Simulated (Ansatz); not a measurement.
# What In2Se (model cell, started as cuprite) distorts into, part 2 of 2

Which phase does In2Se (model cell, started as cuprite) fall into along its unstable mode, and how much energy does it gain?

Ansatz 0.2.0; DFT PBEsol, scalar-relativistic, plane waves, PAW.

So far, highest frequency on the path or at a solved wavevector (cm⁻¹): step 2 (response at finite wavevector) 124. Also lowest frequency on the path (cm⁻¹): step 2 -117.

The structure was built from a prototype and need not be the compound's stable phase.

## (5) Energy along the mode, all amplitudes (two of the runs are shown above)

An imaginary frequency means negative curvature, so the energy should fall and then rise again as anharmonic terms take over.

Numbers from this step:

```
depth at the lowest point sampled  : 126.9 meV/atom
largest atomic shift at that point : 0.6 Å
```

Energy from the parent against largest atomic shift:

```csv
largest atomic shift (Å),energy from the parent (meV/atom)
0.000,0
0.040,-1.21
0.080,-4.39
0.140,-13.0
0.220,-30.0
0.320,-56.5
0.450,-95.0
0.600,-127
```

Displacement at unit largest shift by atom:

```csv
atom,x (Å),y (Å),z (Å),size
Se1,0.00,1.00,0.00,1.00
Se2,0.00,-1.00,0.00,1.00
Se3,0.00,0.00,-1.00,1.00
Se4,0.00,0.00,1.00,1.00
In5,0.00,-0.36,0.36,0.51
In6,0.00,0.36,-0.36,0.51
In7,0.00,0.36,0.36,0.51
In8,0.00,-0.36,-0.36,0.51
In9,0.00,0.36,0.36,0.51
In10,0.00,-0.36,-0.36,0.51
In11,0.00,-0.36,0.36,0.51
In12,0.00,0.36,-0.36,0.51
```

The lowest of the steps tried is the last one, at 0.6 Å, 127 meV/atom below the parent; the bottom of the well need not coincide with a step.

## (6) Relaxing from the distorted cell

Starting from the lowest point found, all atoms and the cell are let go, so that strain and other modes of the same symmetry can join in.

input.yaml

```yaml
crystal:
  lattice:
    - [-6.6284302234, 0.0, 0.0]
    - [0.0, -6.6284302234, -6.6284302234]
    - [0.0, -6.6284302234, 6.6284302234]
  atoms:
    - { symbol: Se, position: [0.0, 0.4547404152, 0.4547404152] }
    - { symbol: Se, position: [0.0, 0.0452595848, 0.0452595848] }
    - { symbol: Se, position: [0.5, 0.0452595848, 0.4547404152] }
    - { symbol: Se, position: [0.5, 0.4547404152, 0.0452595848] }
    - { symbol: In, position: [0.75, 0.25, 0.5329889486] }
    - { symbol: In, position: [0.75, 0.75, -0.0329889486] }
    - { symbol: In, position: [0.25, -0.0329889486, 0.25] }
    - { symbol: In, position: [0.25, 0.5329889486, 0.75] }
    - { symbol: In, position: [0.25, -0.0329889486, 0.75] }
    - { symbol: In, position: [0.25, 0.5329889486, 0.25] }
    - { symbol: In, position: [0.75, 0.75, 0.5329889486] }
    - { symbol: In, position: [0.75, 0.25, -0.0329889486] }
kpoints:
  mp_grid: { grid: [6, 4, 4] }
hamiltonian:
  xc: pbesol
scf:
  occupations: { method: methfessel_paxton, width: 0.2 }
output:
  forces: true
  stress: true
  eigenvalues: true
relax:
  adjacent_minimum: "off"
  f_tol: 0.002
  max_steps: 120
  cell: { stress_tol: 0.03 }
```

Started as:

```console
$ ansatz run input.yaml --threads 8 --pin off --max-ram 14336MiB --backend cpu --events-out ev --progress --plain --runs-dir out
```

Numbers of over 12 decimals in the logs are rounded to 6 here.

The log of the run:

```text
[...]
Crystal: 12 atoms, lattice volume = 582.455 Å³
Basis set: ecut = 420 eV, 11407 PW (Γ), exchange–correlation on 90×128×128 points (8 copies of the dense FFT grid, shifted against one another)
Bands: 101, of which v1, the nominal top of the filled ones, is band 84 counted from 1 (83 counted from 0)
Symmetry: 8 space group operations
[...]
k-points: 24 of 96
[...]
SCF iter   1: F=—  HF=-65895.801954 eV  |F-HF|=—  |Δ(HF+E_count)|=         —  Δρ=3.01e-3  dr2=8.52e-2  ethr=1.77e-3  ⟨swp⟩=6.0  Hψ=9370  notcnv=0
[...]
SCF iter   8: F=-65895.782041 eV  HF=-65895.782041 eV  |F-HF|=3.51e-9  |Δ(HF+E_count)|=   2.04e-7  S|Δr|=    0.00e0  Δρ=2.55e-6  dr2=6.68e-8  ethr=5.95e-11  ⟨swp⟩=10.0  Hψ=10630  notcnv=0
SCF 1 converged in 8 iterations: F = -65895.782041 eV  dr2 = 6.68e-8
[...]
relax step   1: F+E_penalty+E_count = -65895.78204090 eV  Δ(F+E_penalty+E_count) = +0.000e0 eV  max|allowed force component| = 5.013e-1 eV/Å  Δτ_max = 0.0000 Å  P = -1.672 GPa  Ω = 582.455 Å³  (8 SCF iters, dr2 threshold 1.00e-7 eV, accepted)
Crystal: 12 atoms, lattice volume = 552.587 Å³
Basis set: ecut = 420 eV, 10857 PW (Γ), exchange–correlation on 90×128×128 points (8 copies of the dense FFT grid, shifted against one another)
[...]
SCF iter   7: F=-65896.685481 eV  HF=-65896.685481 eV  |F-HF|=3.58e-7  |Δ(HF+E_count)|=   1.60e-6  S|Δr|=    0.00e0  Δρ=1.28e-5  dr2=1.12e-6  ethr=7.14e-10  ⟨swp⟩=7.6  Hψ=12553  notcnv=0
SCF 2 converged in 7 iterations: F = -65896.685481 eV  dr2 = 1.12e-6
[...]
relax step   2: F+E_penalty+E_count = -65896.68548105 eV  Δ(F+E_penalty+E_count) = -9.034e-1 eV  max|allowed force component| = 4.458e-1 eV/Å  Δτ_max = 0.1922 Å  P = -1.983 GPa  Ω = 552.587 Å³  energy of the carried Pulay correction = +3.168e-3 eV  (7 SCF iters, dr2 threshold 1.20e-6 eV, accepted)
Crystal: 12 atoms, lattice volume = 498.032 Å³
Basis set: ecut = 420 eV, 9789 PW (Γ), exchange–correlation on 90×128×128 points (8 copies of the dense FFT grid, shifted against one another)
[...]
SCF iter   8: F=-65897.890388 eV  HF=-65897.890388 eV  |F-HF|=6.25e-8  |Δ(HF+E_count)|=   1.65e-7  S|Δr|=    0.00e0  Δρ=5.73e-6  dr2=2.55e-7  ethr=7.14e-10  ⟨swp⟩=10.3  Hψ=10290  notcnv=0
SCF 3 converged in 8 iterations: F = -65897.890388 eV  dr2 = 2.55e-7
[...]
relax step   3: F+E_penalty+E_count = -65897.89038775 eV  Δ(F+E_penalty+E_count) = -1.205e0 eV  max|allowed force component| = 2.897e-1 eV/Å  Δτ_max = 0.1944 Å  P = -1.635 GPa  Ω = 498.032 Å³  energy of the carried Pulay correction = +9.759e-3 eV  (8 SCF iters, dr2 threshold 1.20e-6 eV, accepted)
[... from here on, the SCF cycles and remarks between the steps are left out ...]
relax step   4: F+E_penalty+E_count = -65898.55147985 eV  Δ(F+E_penalty+E_count) = -6.611e-1 eV  max|allowed force component| = 2.344e-1 eV/Å  Δτ_max = 0.1972 Å  P = -0.348 GPa  Ω = 449.344 Å³  energy of the carried Pulay correction = +1.675e-2 eV  (7 SCF iters, dr2 threshold 1.20e-6 eV, accepted)
relax step   5: F+E_penalty+E_count = -65897.49428916 eV  Δ(F+E_penalty+E_count) = +1.057e0 eV  max|allowed force component| = 1.051e0 eV/Å  Δτ_max = 0.1809 Å  P = +4.398 GPa  Ω = 397.120 Å³  energy of the carried Pulay correction = +2.580e-2 eV  (8 SCF iters, dr2 threshold 1.20e-6 eV, rejected (line search))
relax step   6: F+E_penalty+E_count = -65898.68710458 eV  Δ(F+E_penalty+E_count) = -1.356e-1 eV  max|allowed force component| = 9.137e-2 eV/Å  Δτ_max = 0.0595 Å  P = -0.005 GPa  Ω = 443.819 Å³  energy of the carried Pulay correction = +1.762e-2 eV  (12 SCF iters, accepted)
relax step   7: F+E_penalty+E_count = -65898.80478838 eV  Δ(F+E_penalty+E_count) = -1.177e-1 eV  max|allowed force component| = 2.700e-2 eV/Å  Δτ_max = 0.0552 Å  P = +0.107 GPa  Ω = 439.081 Å³  energy of the carried Pulay correction = +1.839e-2 eV  (6 SCF iters, dr2 threshold 1.20e-6 eV, accepted)
relax step   8: F+E_penalty+E_count = -65898.97159550 eV  Δ(F+E_penalty+E_count) = -1.668e-1 eV  max|allowed force component| = 5.569e-2 eV/Å  Δτ_max = 0.0337 Å  P = +0.057 GPa  Ω = 434.278 Å³  energy of the carried Pulay correction = +1.917e-2 eV  (6 SCF iters, dr2 threshold 1.20e-6 eV, accepted)
relax step   9: F+E_penalty+E_count = -65899.20442456 eV  Δ(F+E_penalty+E_count) = -2.328e-1 eV  max|allowed force component| = 7.488e-2 eV/Å  Δτ_max = 0.0197 Å  P = -0.140 GPa  Ω = 425.647 Å³  energy of the carried Pulay correction = +2.063e-2 eV  (6 SCF iters, dr2 threshold 1.20e-6 eV, accepted)
relax step  10: F+E_penalty+E_count = -65899.46038760 eV  Δ(F+E_penalty+E_count) = -2.560e-1 eV  max|allowed force component| = 8.634e-2 eV/Å  Δτ_max = 0.0153 Å  P = -0.342 GPa  Ω = 413.250 Å³  energy of the carried Pulay correction = +2.280e-2 eV  (6 SCF iters, dr2 threshold 1.20e-6 eV, accepted)
relax step  11: F+E_penalty+E_count = -65899.72488685 eV  Δ(F+E_penalty+E_count) = -2.645e-1 eV  max|allowed force component| = 1.680e-1 eV/Å  Δτ_max = 0.0360 Å  P = -0.171 GPa  Ω = 394.380 Å³  energy of the carried Pulay correction = +2.633e-2 eV  (7 SCF iters, dr2 threshold 1.20e-6 eV, accepted)
relax step  12: F+E_penalty+E_count = -65900.03620708 eV  Δ(F+E_penalty+E_count) = -3.113e-1 eV  max|allowed force component| = 1.612e-1 eV/Å  Δτ_max = 0.0558 Å  P = +0.072 GPa  Ω = 374.973 Å³  energy of the carried Pulay correction = +3.027e-2 eV  (7 SCF iters, dr2 threshold 1.20e-6 eV, accepted)
relax step  13: F+E_penalty+E_count = -65900.45559759 eV  Δ(F+E_penalty+E_count) = -4.194e-1 eV  max|allowed force component| = 1.815e-1 eV/Å  Δτ_max = 0.1221 Å  P = +0.117 GPa  Ω = 356.921 Å³  energy of the carried Pulay correction = +3.424e-2 eV  (8 SCF iters, dr2 threshold 1.20e-6 eV, accepted)
relax step  14: F+E_penalty+E_count = -65900.27314586 eV  Δ(F+E_penalty+E_count) = +1.825e-1 eV  max|allowed force component| = 2.057e-1 eV/Å  Δτ_max = 0.1929 Å  P = +0.849 GPa  Ω = 338.714 Å³  energy of the carried Pulay correction = +3.861e-2 eV  (8 SCF iters, dr2 threshold 1.20e-6 eV, rejected (line search))
relax step  15: F+E_penalty+E_count = -65900.50115007 eV  Δ(F+E_penalty+E_count) = -4.555e-2 eV  max|allowed force component| = 5.979e-2 eV/Å  Δτ_max = 0.0939 Å  P = -0.297 GPa  Ω = 358.948 Å³  energy of the carried Pulay correction = +3.378e-2 eV  (11 SCF iters, accepted)
relax step  16: F+E_penalty+E_count = -65900.47495243 eV  Δ(F+E_penalty+E_count) = +2.620e-2 eV  max|allowed force component| = 1.416e-1 eV/Å  Δτ_max = 0.0482 Å  P = -0.202 GPa  Ω = 350.016 Å³  energy of the carried Pulay correction = +3.586e-2 eV  (7 SCF iters, dr2 threshold 8.28e-7 eV, rejected (line search))
relax step  17: F+E_penalty+E_count = -65900.52160998 eV  Δ(F+E_penalty+E_count) = -2.046e-2 eV  max|allowed force component| = 2.644e-2 eV/Å  Δτ_max = 0.0258 Å  P = -0.085 GPa  Ω = 353.388 Å³  energy of the carried Pulay correction = +3.506e-2 eV  (10 SCF iters, accepted)
relax step  18: F+E_penalty+E_count = -65900.52210122 eV  Δ(F+E_penalty+E_count) = -4.912e-4 eV  max|allowed force component| = 2.072e-2 eV/Å  Δτ_max = 0.0068 Å  P = +0.111 GPa  Ω = 352.072 Å³  energy of the carried Pulay correction = +3.537e-2 eV  (6 SCF iters, dr2 threshold 4.37e-8 eV, accepted)
relax step  19: F+E_penalty+E_count = -65900.52241577 eV  Δ(F+E_penalty+E_count) = -3.145e-4 eV  max|allowed force component| = 3.221e-3 eV/Å  Δτ_max = 0.0022 Å  P = -0.002 GPa  Ω = 352.893 Å³  energy of the carried Pulay correction = +3.518e-2 eV  (5 SCF iters, dr2 threshold 5.40e-8 eV, accepted)
relax step  20: F+E_penalty+E_count = -65900.52244283 eV  Δ(F+E_penalty+E_count) = -2.706e-5 eV  max|allowed force component| = 9.864e-4 eV/Å  Δτ_max = 0.0015 Å  P = +0.000 GPa  Ω = 352.819 Å³  energy of the carried Pulay correction = +3.519e-2 eV  (6 SCF iters, dr2 threshold 6.48e-10 eV, accepted)
relax step  21: F+E_penalty+E_count = -65900.51674975 eV  Δ(F+E_penalty+E_count) = +5.693e-3 eV  max|allowed force component| = 9.663e-4 eV/Å  Δτ_max = 0.0000 Å  P = -0.024 GPa  Ω = 352.819 Å³  stress off target by 3.43e-2 GPa  SCF on the basis re-selected at this cell (its energy is not comparable with the rows above)  (7 SCF iters)
relax step  22: F+E_penalty+E_count = -65900.51684342 eV  Δ(F+E_penalty+E_count) = -9.368e-5 eV  max|allowed force component| = 1.571e-4 eV/Å  Δτ_max = 0.0002 Å  P = -0.000 GPa  Ω = 352.486 Å³  energy of the carried Pulay correction = +5.927e-5 eV  (6 SCF iters, dr2 threshold 2.95e-9 eV, accepted)
[...]
SCF iter   4: F=-65900.516785 eV  HF=-65900.516785 eV  |F-HF|=0.00e0  |Δ(HF+E_count)|=  2.91e-11  S|Δr|=    0.00e0  Δρ=3.36e-8  dr2=5.17e-12  ethr=1.00e-12  ⟨swp⟩=6.3  Hψ=8873  notcnv=0
SCF 23 converged in 4 iterations: F = -65900.516785 eV  dr2 = 5.17e-12
relax step  23: F+E_penalty+E_count = -65900.51678498 eV  Δ(F+E_penalty+E_count) = +5.844e-5 eV  max|allowed force component| = 1.537e-4 eV/Å  Δτ_max = 0.0000 Å  P = -0.000 GPa  Ω = 352.486 Å³  stress off target by 7.34e-4 GPa  SCF on the basis re-selected at this cell (its energy is not comparable with the rows above)  (4 SCF iters)
[...]
SCF converged after 4 iterations
[...]
Free energy (F): -65900.516785 eV
[...]
Internal energy: -65900.512122 eV  (E = F + TS)
E sigma→0 (E₀):  -65900.515619 eV
Entropy (-TS):   -0.004663 eV (-0.389 meV/atom)
Fermi energy:    7.613119 eV
[...]
--- Forces (eV/Å), atoms counted from 1 ---
  atom   1  Se     0.00000000     0.00004964    -0.00000000
  atom   2  Se     0.00000000    -0.00004964     0.00000000
  atom   3  Se    -0.00000000     0.00000000    -0.00004964
  atom   4  Se     0.00000000    -0.00000000     0.00004964
  atom   5  In     0.00000000    -0.00001578     0.00001578
  atom   6  In     0.00000000     0.00015369    -0.00015369
  atom   7  In    -0.00000000     0.00001578     0.00001578
  atom   8  In     0.00000000    -0.00015369    -0.00015369
  atom   9  In     0.00000000     0.00015369     0.00015369
  atom  10  In    -0.00000000    -0.00001578    -0.00001578
  atom  11  In     0.00000000    -0.00015369     0.00015369
  atom  12  In     0.00000000     0.00001578    -0.00001578
  max |Σ_I F_I| component: 1.73e-17 eV/Å
--- Stress (GPa, compression-positive) ---
       -0.000734      -0.000000      -0.000000
       -0.000000       0.000136       0.000000
       -0.000000       0.000000       0.000136
  P = ⅓ Tr σ = -0.0002 GPa (-0.002 kbar)
--- Band table (eV; the first three rows and the last of 24) ---
  k-point 0: bands = [... 80 lower, 7.0154, 7.1964, 7.3932, 7.3932, 9.0786, 9.5488, 9.5488, 9.5629, ... 13 higher]
  k-point 1: bands = [... 80 lower, 7.0151, 7.1684, 7.4216, 7.7905, 8.6353, 9.0198, 9.4699, 9.6819, ... 13 higher]
  k-point 2: bands = [... 80 lower, 7.1613, 7.2069, 7.2338, 8.0239, 8.4425, 8.5606, 9.1992, 9.7292, ... 13 higher]
  k-point 23: bands = [... 80 lower, 5.8055, 6.1756, 6.5606, 6.5606, 7.2376, 8.0985, 8.3290, 8.3290, ... 13 higher]
--- Relaxed structure (21 steps of the walk, 18 accepted, 2 SCFs on fresh bases) ---
  F+E_penalty+E_count = -65900.51678498 eV   max|allowed force component| = 1.537e-4 eV/Å   (the final SCF, on the basis selected at the relaxed cell)
  cell:  # Å, volume = 352.4860 Å³
    - [-3.723672, 0, 0]
    - [0, -6.879712, -6.879712]
    - [0, -6.879712, 6.879712]
  atoms:
    - { symbol: Se, position: [0, 0.468134, 0.468134] }
    - { symbol: Se, position: [0, 0.031866, 0.031866] }
    - { symbol: Se, position: [0.5, 0.031866, 0.468134] }
    - { symbol: Se, position: [0.5, 0.468134, 0.031866] }
    - { symbol: In, position: [0.75, 0.250000, 0.596144] }
    - { symbol: In, position: [0.75, 0.750000, -0.049927] }
    - { symbol: In, position: [0.25, -0.096144, 0.250000] }
    - { symbol: In, position: [0.25, 0.549927, 0.75] }
    - { symbol: In, position: [0.25, -0.049927, 0.750000] }
    - { symbol: In, position: [0.25, 0.596144, 0.250000] }
    - { symbol: In, position: [0.75, 0.75, 0.549927] }
    - { symbol: In, position: [0.75, 0.250000, -0.096144] }
```

Run time: 7.6 min. Hardware: 8 threads of Arm Neoverse V2, shared host; peak memory 2.9 GiB.

The steps of the relaxation (22 of 23):

```csv
step,energy less that of the first step (eV),largest force component (eV/Å),pressure (GPa),volume (Å³)
1,0.0000,0.5013,-1.67,582.45
2,-0.9034,0.4458,-1.98,552.59
3,-2.1083,0.2897,-1.63,498.03
4,-2.7694,0.2344,-0.35,449.34
5,-1.7122,1.0508,4.40,397.12
6,-2.9051,0.0914,0.00,443.82
7,-3.0227,0.0270,0.11,439.08
8,-3.1896,0.0557,0.06,434.28
9,-3.4224,0.0749,-0.14,425.65
10,-3.6783,0.0863,-0.34,413.25
11,-3.9428,0.1680,-0.17,394.38
13,-4.6736,0.1815,0.12,356.92
14,-4.4911,0.2057,0.85,338.71
15,-4.7191,0.0598,-0.30,358.95
16,-4.6929,0.1416,-0.20,350.02
17,-4.7396,0.0264,-0.09,353.39
18,-4.7401,0.0207,0.11,352.07
19,-4.7404,0.0032,0.00,352.89
20,-4.7404,0.0010,0.00,352.82
21*,-4.7347,0.0010,-0.02,352.82
22,-4.7348,0.0002,0.00,352.49
23*,-4.7347,0.0002,0.00,352.49
```

Relaxation steps marked * repeat the geometry before them on a plane-wave basis chosen anew for their cell, so energy and pressure can jump there. Other such steps can lie between the rows shown. Relaxation steps 5, 14, 16 were tried and not accepted.

The run keeps the 8 symmetry operations that it works with, so distortions that break them were not tested.

```csv
cell as run,before,after,change
a (Å),6.628,3.724,-43.8 %
b (Å),9.374,9.729,+3.8 %
c (Å),9.374,9.729,+3.8 %
volume (Å³/atom),48.54,29.37,-39.5 %
```

The atoms that moved most (Å, as changes of fractional coordinates times the final cell):

```csv
atom,dx,dy,dz,length
In7,0.000,0.434,0.434,0.614
In12,0.000,0.434,-0.434,0.614
In5,0.000,-0.434,0.434,0.614
In10,0.000,-0.434,-0.434,0.614
Se1,0.000,-0.184,0.000,0.184
Se2,0.000,0.184,0.000,0.184
Se3,0.000,0.000,0.184,0.184
Se4,0.000,0.000,-0.184,0.184
```

Final coordinates:

```xyz
12
Lattice="-3.7237 0.0000 0.0000 0.0000 -6.8797 -6.8797 0.0000 -6.8797 6.8797" Properties=species:S:1:pos:R:3 pbc="T T T"
Se    0.0000   -6.4413    0.0000
Se    0.0000   -0.4385    0.0000
Se   -1.8618   -3.4399    3.0014
Se   -1.8618   -3.4399   -3.0014
In   -2.7928   -5.8212    2.3814
In   -2.7928   -4.8163   -5.5033
In   -0.9309   -1.0585    2.3814
In   -0.9309   -8.9431    1.3764
In   -0.9309   -4.8163    5.5033
In   -0.9309   -5.8212   -2.3814
In   -2.7928   -8.9431   -1.3764
In   -2.7928   -1.0585   -2.3814
```

This step gave:

| Quantity | Value |
| --- | --- |
| pressure | -1.54e-4 GPa |
| volume per atom | 29.37 Å³ |

The distorted start has space group P4_222; the relaxation ends in P4_222.

## (7) Outcome

```json
{
  "unstable mode of the parent": "q = (0, -0.5, -0.5), 105i cm⁻¹",
  "depth at the lowest point sampled": "127 meV/atom",
  "largest atomic shift at that point": "0.6 Å",
  "space group reached (within 0.01 Å)": "P4_222",
  "energy gained over the parent (first relaxation, on the mesh of the frozen mode)": "521 meV/atom",
  "volume per atom, phase reached": "29.4 Å³"
}
```

In words: Along this mode the structure falls into P4_222, 521 meV/atom below the parent. At the parent's cell the well is 126.9 meV/atom deep on the steps tried, with its lowest point at a shift of 0.6 Å. That is the last step tried, so the steps alone don't bracket the bottom of the well. Relaxing atoms and cell changes the gain by +394.61 meV/atom against the lowest step (energies at zero smearing). Most of the total comes from this relaxation. The modes of the phase reached were not computed on this path. Of the 5 patterns followed to their end from this parent, this one ends 200 meV/atom above the lowest, P-4m2. Each path keeps the symmetry of its pattern, so a lower phase may lie along a pattern not tried. With no gap, or one that is small against the smearing, the frequencies hang on the k mesh and the smearing, most of all near Kohn anomalies. The volume moved by more than a tenth on the k mesh of the start, so the energy gain is rough. The starting cell was built on a prototype and not taken from a measurement, so the phase need not exist.

[Logs are printed without paths, hosts, clocks, repeated set-up lines and the standing remarks that a program may print on its own settings, such as how far it seeks lower states.]

[Hosts, paths, dates, database ids (printed as entryN), source tags and the programs' standing remarks are cut or masked in the printed files.]
